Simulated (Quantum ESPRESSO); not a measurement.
Consider Sc3SnB (Pm-3m).

```
Sn Sc B
1.0
     4.57100    0.00000    0.00000
     0.00000    4.57100    0.00000
     0.00000    0.00000    4.57100
Sn Sc B
1 3 1
Direct
  0.00000 0.00000 0.00000
  0.50000 0.50000 0.00000
  0.50000 0.00000 0.50000
  0.00000 0.50000 0.50000
  0.50000 0.50000 0.50000
```

Absorber: atom 1, with 12 Sc at 3.23 Å (cuboctahedral, site symmetry m-3m). Method: Quantum ESPRESSO XSpectra, LDA, excited-electron core hole (neutral cell), 10-atom cell with 6.5 Å between holes, 5×5×5 k points, dipole transitions, Lorentzian half width 4.25 eV (not a setting of the program: the run's 0.4 eV curve was folded afterwards with a further Lorentzian).

Question: Where do the maxima of the Sn K edge fall?

Main maxima up to 30 eV above the zero (height): 8.2 eV (1.12) and 24.4 eV (1.22). A K edge sees empty p states on the absorber. 

The Sn K spectrum (energy from the energy zero of the input (xe0, at the border of filled and empty states); intensity scaled to a mean of 1 over the first 20 eV; folded afterwards to Lorentzian half width 4.25 eV; the points at xe0, where the cut of filled states can leave a spike, are interpolated):

```
E (eV)  intensity
  -2.0       0.38
  -1.5       0.42
  -1.0       0.45
  -0.5       0.50
   0.0       0.55
   0.5       0.60
   1.0       0.66
   1.5       0.72
   2.0       0.78
   2.5       0.83
   3.0       0.89
   3.5       0.94
   4.0       0.99
   4.5       1.03
   5.0       1.06
   5.5       1.08
   6.0       1.10
   6.5       1.11
   7.0       1.12
   7.5       1.12
   8.0       1.12
   8.5       1.12
   9.0       1.12
   9.5       1.12
  10.0       1.11
  10.5       1.11
  11.0       1.10
  11.5       1.08
  12.0       1.07
  12.5       1.05
  13.0       1.03
  13.5       1.02
  14.0       1.00
  14.5       0.99
  15.0       0.98
  15.5       0.98
  16.0       0.98
  16.5       0.98
  17.0       0.99
  17.5       1.00
  18.0       1.02
  18.5       1.04
  19.0       1.06
  19.5       1.08
  20.0       1.11
  20.5       1.13
  21.0       1.15
  21.5       1.17
  22.0       1.19
  22.5       1.20
  23.0       1.21
  23.5       1.22
  24.0       1.22
  24.5       1.22
  25.0       1.22
  25.5       1.22
  26.0       1.21
  26.5       1.20
  27.0       1.20
  27.5       1.19
  28.0       1.17
  28.5       1.16
  29.0       1.15
  29.5       1.14
  30.0       1.13
  30.5       1.11
  31.0       1.10
  31.5       1.09
  32.0       1.08
```

Lifetime broadening is put in by hand, and intensities beyond about 20 eV depend on it and on the partial waves. The structure is a published determination, not relaxed.

[Banner, clock and machine lines of the logs are left out without a mark of their own.]

[Logs are printed without paths, hosts, clocks, repeated set-up lines and the standing remarks that a program may print on its own settings, such as how far it seeks lower states.]

[Hosts, paths, dates, database ids (printed as entryN), source tags and the programs' standing remarks are cut or masked in the printed files.]

[Lists of maxima count a maximum above −3 eV only where it reaches 4 % of the highest in the window and stands out from its surroundings by 2 % of it (1.5 % where it reaches 55 %); shoulders and weaker maxima are passed over, and of the rest the first, up to two pre-edge ones and the few strongest are named.]
